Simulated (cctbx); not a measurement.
**Occupancies in TbHoGa6**

Cell a = 6.0690 Å, b = 6.0690 Å, c = 9.0220 Å, α = 90.00°, β = 90.00°, γ = 120.00°; space group P6_3/mmc (no. 194); nominal formula TbHoGa6.

Simulated single-crystal data (cctbx): Mo Kα, λ = 0.71073 Å, to d = 0.84 Å, 80 % of the full sphere, strongest reflection 20000 counts, noise from counting, a 3 % proportional error and a noise floor of 4 counts (s.d.); no absorption, and some extinction, which the refinements don't model.

With every site full:

```text
Rint 0.034, 121 unique reflections to 0.84 A
cycle     R1     wR2    GooF  max shift (A)
   1  0.0983  0.2582  13.455   0.00249
   2  0.0365  0.0934   4.869   0.00001
final R1 0.0365 wR2 0.0934 GooF 4.869  parameters 12  data/parameter 10.1
atom        x        y        z      Ueq    occ   su(xyz)  su(Uiso or U11)
Ho1    0.66667  0.33333  0.75000   0.0169  1.000  0.00000  0.0009
Tb1    0.00000  0.00000  0.00000   0.0096  1.000  0.00000  0.0008
Ga1    0.18584  0.81416  0.75000   0.0024  1.000  0.00023  0.0012  NPD
Ga2    0.00000  0.50000  0.00000   0.0139  1.000  0.00000  0.0015
difference map: max 3.28 min -2.18 rms 0.53
Q1    0.0000  0.0000  0.0000    2    3.30  0.00 A from Tb1
Q2    0.0273  0.5136  0.0333   12    1.88  0.33 A from Ga2
Q3    0.1364  0.4428  0.7500   12    1.45  0.64 A from Ga1
Q4    0.1512  0.3024  0.7500    6    1.44  0.36 A from Ga1
Q5    0.0532  0.1063  0.2500    6    1.32  1.74 A from Ga1
Q6    0.1456  0.4737  0.2500   12    0.95  1.16 A from Ho1
```

With the occupancies of the suspect sites free, each still typed as its main element:

```text
Rint 0.034, 121 unique reflections to 0.84 A
cycle     R1     wR2    GooF  max shift (A)
   1  0.0890  0.2238  11.715   0.00200
   3  0.0089  0.0196   1.023   0.00000
final R1 0.0089 wR2 0.0196 GooF 1.023  parameters 13  data/parameter 9.3
atom        x        y        z      Ueq    occ   su(xyz)  su(Uiso or U11)
Ho1    0.66667  0.33333  0.75000   0.0116  0.851  0.00000  0.0002
Tb1    0.00000  0.00000  0.00000   0.0135  1.000  0.00000  0.0002
Ga1    0.18565  0.81435  0.75000   0.0070  1.000  0.00005  0.0003
Ga2    0.00000  0.50000  0.00000   0.0178  1.000  0.00000  0.0003
su of occupancy Ho1: 0.003
difference map: max 0.48 min -0.51 rms 0.15
Q1    0.2673  0.5346  0.5646   12    0.48  1.64 A from Ga2
Q2    0.1189  0.4745  0.7500   12    0.46  0.90 A from Ga1
Q3    0.1182  0.4810  0.2500   12    0.44  1.23 A from Ho1
Q4    0.2106  0.4212  0.0493   12    0.42  1.63 A from Ga2
Q5    0.3333  0.6667  0.1723    4    0.37  0.70 A from Ho1
Q6    0.0658  0.3604  0.5441   24    0.36  1.17 A from Ga2
```

**Question.** What is the disorder?

X-rays count electrons. Ho1 refines to 0.851(0.003), or 57.0 electrons; the site truly holds 0.85 Ho, 56.9 electrons, which is 0.850 of Ho. A value under 1 can't tell vacancies from a lighter guest, and one over 1 needs a heavier guest; chemistry or a second radiation must settle which. Occupancy correlates with U and the scale, so the match is approximate.

Freeing them takes R1 from 0.0365 to 0.0089 and GooF from 4.87 to 1.02.

The model was made for the exercise: a known structure type with other elements put in, its volume estimated, not relaxed; displacement parameters are assumed.

[Middle refinement cycles are left out of these outputs.]

[Logs are printed without paths, hosts, clocks, repeated set-up lines and the standing remarks that a program may print on its own settings, such as how far it seeks lower states.]
